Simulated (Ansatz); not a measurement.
# MgO (Periclase, Fm-3m): zone-centre modes under pressure, part 2 of 3

Aim: how do the optical modes of MgO (Periclase, Fm-3m) move with volume?

Ansatz 0.2.0; DFT LDA, scalar-relativistic, plane waves, PAW; PAW set soft_1.

So far. Step 3 (Tight relaxation): The forces vanish by symmetry and the pressure is -0.010 GPa, within the tolerances set. The cell now holds 9.00 Å³/atom.

The database entry behind the starting cell differs from later determinations by our own check (about 0.1 % long), so it need not match the best structure at ambient conditions.

## 4. Modes at rest

The modes at rest are the reference of the series, and the response to a field gives the dielectric tensor and the Born charges.

The input, input.yaml:

```yaml
crystal:
  lattice:
    - [0.0, 2.0803230023, 2.0803230023]
    - [2.0803230023, 0.0, 2.0803230023]
    - [2.0803230023, 2.0803230023, 0.0]
  atoms:
    - { symbol: O, position: [0.5, 0.5, 0.5] }
    - { symbol: Mg, position: [0.0, 0.0, 0.0] }
kpoints:
  mp_grid: { grid: [12, 12, 12] }
hamiltonian:
  xc: lda
  pseudopotentials: { kind: paw, azcp: { folder: soft_1 }, xc_functional: pbe }
scf:
  occupations: { method: fixed }
output:
  eigenvalues: true
phonons:
  method: dfpt
  dielectric: true
  rigid_motions: translations
  raman: true
```

The run is started by

```console
ansatz run input.yaml --threads 4 --pin off --max-ram 10240MiB --backend cpu --events-out ev --progress --plain --runs-dir out
```

Numbers of over 12 decimals in the logs are rounded to 6 here.

Output:

```text
[...]
Crystal: 2 atoms, lattice volume = 18.006 Å³
Basis set: ecut = 420 eV, 339 PW (Γ), exchange–correlation on 40×40×40 points (8 copies of the dense FFT grid, shifted against one another)
Bands: 12, of which v1, the nominal top of the filled ones, is band 8 counted from 1 (7 counted from 0)
Symmetry: 48 space group operations
k-points: 163 of 1728 (irreducible under 8 space group operations, time reversal used)
[...]
SCF iter   1: F=—  HF=-2460.106143 eV  |F-HF|=—  |Δ(HF+E_count)|=         —  Δρ=6.81e-2  dr2=4.35e-1  ethr=3.10e-3  ⟨swp⟩=4.5  Hψ=10487  notcnv=0  defer=200
[...]
SCF iter   8: F=-2460.062320 eV  HF=-2460.062320 eV  |F-HF|=2.27e-11  |Δ(HF+E_count)|=  3.53e-10  Δρ=4.63e-7  dr2=2.13e-11  ethr=1.00e-12  ⟨swp⟩=7.1  Hψ=10568  notcnv=0
SCF 1 converged in 8 iterations: F = -2460.062320 eV  dr2 = 2.13e-11
[...]
NSCF: frozen V_eff on 1 k-points
DFPT response loops at Γ: preconditioner auto → none (the input reference at scf.mixing.eps_inf says where Resta's filter doesn't serve); β = 0.50; Broyden in place of MSR1
── the response to a field inside a basis, on 12×12×12 k-points: an SCF that follows is theirs, and a resumed run solves both again ──
Bands: 9, of which v1, the nominal top of the filled ones, is band 8 counted from 1 (7 counted from 0)
k-points: 182 of 1728 (irreducible under 12 space group operations)
[...]
Eigensolver: Dense (182 Hₖ)
SCF iter   1: F=—  HF=-2460.064981 eV  |F-HF|=—  |Δ(HF+E_count)|=         —  Δρ=8.68e-4  dr2=1.84e-5  ethr=1.00e-1
[...]
SCF iter   5: F=-2460.064977 eV  HF=-2460.064977 eV  |F-HF|=1.27e-11  |Δ(HF+E_count)|=   1.05e-9  Δρ=4.03e-7  dr2=9.41e-12  ethr=4.00e-11
SCF 1 converged in 5 iterations: F = -2460.064977 eV  dr2 = 9.41e-12
[...]
SCF converged after 8 iterations
Free energy (F): -2460.062320 eV
[...]
Internal energy: -2460.062320 eV  (E = F + TS)
E sigma→0 (E₀):  -2460.062320 eV
Fermi energy:    8.145259 eV
[...]
--- Band table (eV; the first three rows and the last of 163) ---
  k-point 0: bands = [... 4 lower, -9.0479, 8.1453, 8.1453, 8.1453, 13.1742, 23.8869, 23.8869, 23.8869]
  k-point 1: bands = [... 4 lower, -8.9631, 7.6668, 8.0943, 8.0943, 13.6220, 22.9365, 24.0645, 24.0645]
  k-point 2: bands = [... 4 lower, -8.7228, 6.5945, 7.9581, 7.9581, 14.5718, 21.5822, 24.4898, 24.4898]
  k-point 162: bands = [... 4 lower, -7.2430, 5.0450, 5.0450, 6.2762, 19.8489, 19.8489, 20.4674, 23.8945]
--- Phonons (Γ-DFPT): 2 representative perturbations + reference, on 163 of 1728 k-points (Σ response iterations 6) ---
  k mesh reduced under 8 symmetry operations, with k and −k counted as one. Each operation leaves every solved perturbation unchanged. A smaller set is not considered because the run solves the response to a homogeneous field
  ASR residual: 2.349e-4 → 0.000e0 eV/Å²; symmetrization residual: 5.976e-7 eV/Å²
  ASR residual per site (eV/Å²): 2.35e-4 2.10e-4
  Γ frequencies (cm⁻¹): 0.00 0.00 0.00 407.06 407.06 407.06
  ε∞ (high-frequency dielectric tensor):
        3.183035     0.000000     0.000000
        0.000000     3.183035    -0.000000
        0.000000     0.000000     3.183035
  ε⁰ (static dielectric tensor: ions relaxed, cell fixed):
        9.804076    -0.000000     0.000000
       -0.000000     9.804076    -0.000000
        0.000000    -0.000000     9.804076
  ε⁰ − ε∞ (ionic part):
        6.621041    -0.000000     0.000000
       -0.000000     6.621041    -0.000000
        0.000000    -0.000000     6.621041
  softest optical mode at Γ: 407.06 cm⁻¹; the repairs (sum rule, projections) moved no ω² at Γ by more than (2.01 cm⁻¹)²
  Born effective charges Z* (e; rows j = field, columns β = displacement):
    site 0:
        -1.96809    0.00000   -0.00000
         0.00000   -1.96809   -0.00000
         0.00000    0.00000   -1.96809
    site 1:
         1.96809   -0.00000    0.00000
         0.00000    1.96809    0.00000
         0.00000   -0.00000    1.96809
  Z* charge neutrality: 1.164e-5 e pre-enforcement
  k-mesh period / interband length: 35.3 Å / 1.40 Å = 25.24 at k = (0.0000, 0.0000, 0.0000), direct gap 5.029 eV — 14 or more, which is no proof of convergence
  Raman tensors (in the event stream and the table raman_tensors.tsv): an entry may err by 1.1e-4 Å², one of the second-order susceptibility by 3.3e-20 pm/V (basis, points and sum rule); their sum over the sites missed zero by 1.188e-22 Å² ahead of its enforcement
  optical modes at Γ without the LO–TO term, one row a degenerate level:
      ω (cm⁻¹)  modes    IR ((D/Å)²/amu)  static Raman (Å⁴/amu)  depolarisation
        407.06      3            27.7864                 0.0000               —
  optical modes at Γ + LO–TO along q̂ = [1.0000, 0.0000, 0.0000]:
      ω (cm⁻¹)  modes    IR ((D/Å)²/amu)  static Raman (Å⁴/amu)  depolarisation
        407.06      2            18.5243                 0.0000               —
        714.40      1             9.2621                 0.0000               —
  optical modes at Γ + LO–TO along q̂ = [0.0000, 1.0000, 0.0000]:
      ω (cm⁻¹)  modes    IR ((D/Å)²/amu)  static Raman (Å⁴/amu)  depolarisation
        407.06      2            18.5243                 0.0000               —
        714.40      1             9.2621                 0.0000               —
  optical modes at Γ + LO–TO along q̂ = [0.0000, 0.0000, 1.0000]:
      ω (cm⁻¹)  modes    IR ((D/Å)²/amu)  static Raman (Å⁴/amu)  depolarisation
        407.06      2            18.5243                 0.0000               —
        714.40      1             9.2621                 0.0000               —
```

Wall time 62 s (4 threads of Arm Neoverse V1, shared host); peak memory 0.9 GiB; 3.9 min of CPU time.

This step gave:

```yaml
sum_rule_residual_before_enforcement: 2.35e-4 eV/Å²
miss_of_the_charge_sum_rule: 1.16e-5 e
point_group: m-3m
highest_optical_mode_at_the_zone_centre_no_lo_to_term: 407.1 cm⁻¹
lowest_optical_zone_centre_mode: 407.1 cm⁻¹
mean_high_frequency_dielectric_constant: 3.183
largest_born_charge_third_of_the_trace: -1.968 e
mean_static_dielectric_constant: 9.804
top_of_the_zone_centre_spectrum_with_the_field: 714.4 cm⁻¹
```

Without the LO-TO term. Patterns of degenerate modes are one choice out of their space. Modes at Γ, with each element's share of the kinetic energy:

```tsv
mode	frequency (cm⁻¹)	symmetry	O %	Mg %
1	0.0	acoustic	40	60
2	0.0	acoustic	40	60
3	0.0	acoustic	40	60
4	407.1	T1u	60	40
5	407.1	T1u	60	40
6	407.1	T1u	60	40
```

Displacements in mode 6 (407.1 cm⁻¹), the largest set to 1:
```
O1   0.00  0.00  1.00
Mg2  0.00  0.00 -0.66
```

Optical modes at the zone centre, without and with the macroscopic field of the longitudinal modes; each column is sorted by frequency, so a row need not hold one and the same mode. Modes with and without the field, by row:

```tsv
rank among optical modes	no field (cm⁻¹)	q along (1, 0, 0) (cm⁻¹)
1	407.1	407.1
2	407.1	407.1
3	407.1	714.4
```

Born charge (rows field, columns displacement) (e), principal values of the symmetric part by kind of site:

```tsv
atom	atoms with these values	low	middle	high	mean
O1	1	-1.97	-1.97	-1.97	-1.97
Mg2	1	1.97	1.97	1.97	1.97
```

In full for O1:

```
-1.97  0.00  0.00
 0.00 -1.97  0.00
 0.00  0.00 -1.97
```

High-frequency dielectric tensor:

```
3.18 0.00 0.00
0.00 3.18 0.00
0.00 0.00 3.18
```

Static dielectric tensor (ions relaxed, fixed cell):

```
9.80 0.00 0.00
0.00 9.80 0.00
0.00 0.00 9.80
```

Transverse modes. Infrared lines, with heights relative to the strongest:

```tsv
position (cm⁻¹)	label	relative intensity
407	T1u	100
```

Before it was imposed, the acoustic sum rule was missed by 2.3e-4 eV/Å² and the charge sum rule by 1.2e-5 e. Small misses are needed for a sound result but don't prove that mesh and cutoff are converged. The lowest optical mode is real, 407 cm⁻¹.

## 5. Ground state of a member: 1.06 times the volume at rest

The cell is set to 1.06 times the volume at rest; symmetry leaves nothing else free, so this is a single point.

input.yaml, the sections that differ from step 4:

```yaml
crystal:
  lattice:
    - [0.0, 2.1211240079, 2.1211240079]
    - [2.1211240079, 0.0, 2.1211240079]
    - [2.1211240079, 2.1211240079, 0.0]
  atoms:
    - { symbol: O, position: [0.5, 0.5, 0.5] }
    - { symbol: Mg, position: [0.0, 0.0, 0.0] }
output:
  forces: true
  stress: true
  eigenvalues: true
# kpoints, hamiltonian, scf: as in step 4
# phonons: removed
```

Output:

```text
[...]
Crystal: 2 atoms, lattice volume = 19.087 Å³
Basis set: ecut = 420 eV, 339 PW (Γ)
Bands: 12, of which v1, the nominal top of the filled ones, is band 8 counted from 1 (7 counted from 0)
Symmetry: 48 space group operations
[...]
k-points: 72 of 1728
[...]
SCF iter   1: F=—  HF=-2460.084256 eV  |F-HF|=—  |Δ(HF+E_count)|=         —  Δρ=6.86e-2  dr2=4.60e-1  ethr=3.10e-3  ⟨swp⟩=4.5  Hψ=4622  notcnv=0  defer=90
[...]
SCF iter   7: F=-2460.030859 eV  HF=-2460.030859 eV  |F-HF|=2.06e-10  |Δ(HF+E_count)|=   4.70e-8  Δρ=2.97e-6  dr2=6.18e-10  ethr=3.11e-10  ⟨swp⟩=3.2  Hψ=3254  notcnv=0
SCF 1 converged in 7 iterations: F = -2460.030859 eV  dr2 = 6.18e-10
[...]
SCF converged after 7 iterations
Free energy (F): -2460.030859 eV
[...]
Internal energy: -2460.030859 eV  (E = F + TS)
E sigma→0 (E₀):  -2460.030859 eV
Fermi energy:    7.420816 eV
[...]
--- Stress (GPa, compression-positive) ---
       -8.894102      -0.000000       0.000000
        0.000000      -8.894102      -0.000000
       -0.000000      -0.000000      -8.894102
  P = ⅓ Tr σ = -8.8941 GPa (-88.941 kbar)
--- Band table (eV; the first three rows and the last of 72) ---
  k-point 0: bands = [... 4 lower, -9.4678, 7.4208, 7.4208, 7.4208, 11.8770, 22.8443, 22.8443, 22.8443]
  k-point 1: bands = [... 4 lower, -9.3913, 6.9469, 7.3742, 7.3742, 12.3318, 21.9074, 23.0065, 23.0065]
  k-point 2: bands = [... 4 lower, -9.1750, 5.9130, 7.2510, 7.2510, 13.2868, 20.5519, 23.3819, 23.3819]
  k-point 71: bands = [... 4 lower, -7.8498, 4.5036, 4.5036, 5.6586, 18.7356, 18.7356, 19.0419, 22.4030]
```

Run time: 0.53 s. Hardware: 4 threads; peak memory 0.29 GiB; 1.6 s of CPU time.

Numbers from this step:

```yaml
pressure: -8.894 GPa
gap_on_the_k_mesh: 4.456 eV
volume_per_atom: 9.543 Å³
```

The forces vanish by symmetry, at a pressure of -8.89 GPa.

## 6. Zone-centre modes of the member: 1.06 times the volume at rest

The zone-centre modes follow for 1.06 times the volume at rest, with the response to a field.

input.yaml: that of step 5 with these lines changed.

```diff
@@ -16,4 +16,6 @@
 output:
-  forces: true
-  stress: true
   eigenvalues: true
+phonons:
+  method: dfpt
+  dielectric: true
+  rigid_motions: translations
```

Output:

```text
[...]
Crystal: 2 atoms, lattice volume = 19.087 Å³
Basis set: ecut = 420 eV, 339 PW (Γ), exchange–correlation on 48×48×48 points (8 copies of the dense FFT grid, shifted against one another)
Bands: 12, of which v1, the nominal top of the filled ones, is band 8 counted from 1 (7 counted from 0)
Symmetry: 48 space group operations
k-points: 163 of 1728 (irreducible under 8 space group operations, time reversal used)
[...]
SCF iter   1: F=—  HF=-2460.084258 eV  |F-HF|=—  |Δ(HF+E_count)|=         —  Δρ=6.86e-2  dr2=4.60e-1  ethr=3.10e-3  ⟨swp⟩=4.5  Hψ=10474  notcnv=0  defer=200
[...]
SCF iter   8: F=-2460.030859 eV  HF=-2460.030859 eV  |F-HF|=1.36e-12  |Δ(HF+E_count)|=  1.63e-10  Δρ=6.45e-8  dr2=5.51e-13  ethr=1.00e-12  ⟨swp⟩=7.0  Hψ=10436  notcnv=0
SCF 1 converged in 8 iterations: F = -2460.030859 eV  dr2 = 5.51e-13
[...]
SCF converged after 8 iterations
Free energy (F): -2460.030859 eV
[...]
Internal energy: -2460.030859 eV  (E = F + TS)
E sigma→0 (E₀):  -2460.030859 eV
Fermi energy:    7.420806 eV
[...]
--- Band table (eV; the first three rows and the last of 163) ---
  k-point 0: bands = [... 4 lower, -9.4678, 7.4208, 7.4208, 7.4208, 11.8770, 22.8443, 22.8443, 22.8443]
  k-point 1: bands = [... 4 lower, -9.3913, 6.9469, 7.3742, 7.3742, 12.3318, 21.9074, 23.0065, 23.0065]
  k-point 2: bands = [... 4 lower, -9.1750, 5.9129, 7.2510, 7.2510, 13.2868, 20.5519, 23.3819, 23.3819]
  k-point 162: bands = [... 4 lower, -7.8498, 4.5036, 4.5036, 5.6586, 18.7356, 18.7356, 19.0419, 22.4030]
[...]
ASR residual: 6.553e-5 → 0.000e0 eV/Å²; symmetrization residual: 6.731e-7 eV/Å²
  ASR residual per site (eV/Å²): 3.64e-6 6.55e-5
  Γ frequencies (cm⁻¹): 0.00 0.00 0.00 352.00 352.00 352.00
  ε∞ (high-frequency dielectric tensor):
        3.251362     0.000000     0.000000
        0.000000     3.251362    -0.000000
        0.000000     0.000000     3.251362
  ε⁰ (static dielectric tensor: ions relaxed, cell fixed):
       11.817314     0.000000     0.000000
        0.000000    11.817314    -0.000000
        0.000000    -0.000000    11.817314
  ε⁰ − ε∞ (ionic part):
        8.565952     0.000000     0.000000
        0.000000     8.565952    -0.000000
        0.000000    -0.000000     8.565952
[...]
Born effective charges Z* (e; rows j = field, columns β = displacement):
    site 0:
        -1.99299   -0.00000   -0.00000
         0.00000   -1.99299   -0.00000
         0.00000    0.00000   -1.99299
    site 1:
         1.99299    0.00000    0.00000
         0.00000    1.99299    0.00000
         0.00000   -0.00000    1.99299
  Z* charge neutrality: 4.934e-6 e pre-enforcement
[...]
optical modes at Γ without the LO–TO term, one row a degenerate level:
      ω (cm⁻¹)  modes    IR ((D/Å)²/amu)
        352.00      3            28.4940
  optical modes at Γ + LO–TO along q̂ = [1.0000, 0.0000, 0.0000]:
      ω (cm⁻¹)  modes    IR ((D/Å)²/amu)
        352.00      2            18.9960
        671.07      1             9.4980
  optical modes at Γ + LO–TO along q̂ = [0.0000, 1.0000, 0.0000]:
      ω (cm⁻¹)  modes    IR ((D/Å)²/amu)
        352.00      2            18.9960
        671.07      1             9.4980
  optical modes at Γ + LO–TO along q̂ = [0.0000, 0.0000, 1.0000]:
      ω (cm⁻¹)  modes    IR ((D/Å)²/amu)
        352.00      2            18.9960
        671.07      1             9.4980
```

Elapsed: 5.5 s, on 4 threads; peak memory 0.42 GiB; 19 s of CPU time.

Numbers from this step:

- sum-rule residual before enforcement: 6.55e-5 eV/Å²
- miss of the charge sum rule: 4.93e-6 e
- highest optical mode at the zone centre (no LO-TO term): 352 cm⁻¹
- lowest optical zone-centre mode: 352 cm⁻¹
- mean high-frequency dielectric constant: 3.251
- largest Born charge (third of the trace): -1.993 e
- mean static dielectric constant: 11.82
- top of the zone-centre spectrum with the field: 671.1 cm⁻¹

Without the LO-TO term. Patterns of degenerate modes are one choice out of their space. The modes at Γ (shares of kinetic energy by element, %):

```tsv
mode	frequency (cm⁻¹)	symmetry	O %	Mg %
1	0.0	acoustic	40	60
2	0.0	acoustic	40	60
3	0.0	acoustic	40	60
4	352.0	T1u	60	40
5	352.0	T1u	60	40
6	352.0	T1u	60	40
```

Transverse modes. Infrared lines, with heights relative to the strongest:

```tsv
position (cm⁻¹)	label	relative intensity
352	T1u	100
```

The optical mode without the LO-TO term lies at 352.0 cm⁻¹.

For the mean static dielectric tensor (ions relaxed, fixed cell), step 4 gave 9.80; this run, with volume ratio 1.06, gives 11.8 (+21 %).

(Continued in part 3 of 3.)

[Logs are printed without paths, hosts, clocks, repeated set-up lines and the standing remarks that a program may print on its own settings, such as how far it seeks lower states.]

[Hosts, paths, dates, database ids (printed as entryN), source tags and the programs' standing remarks are cut or masked in the printed files.]
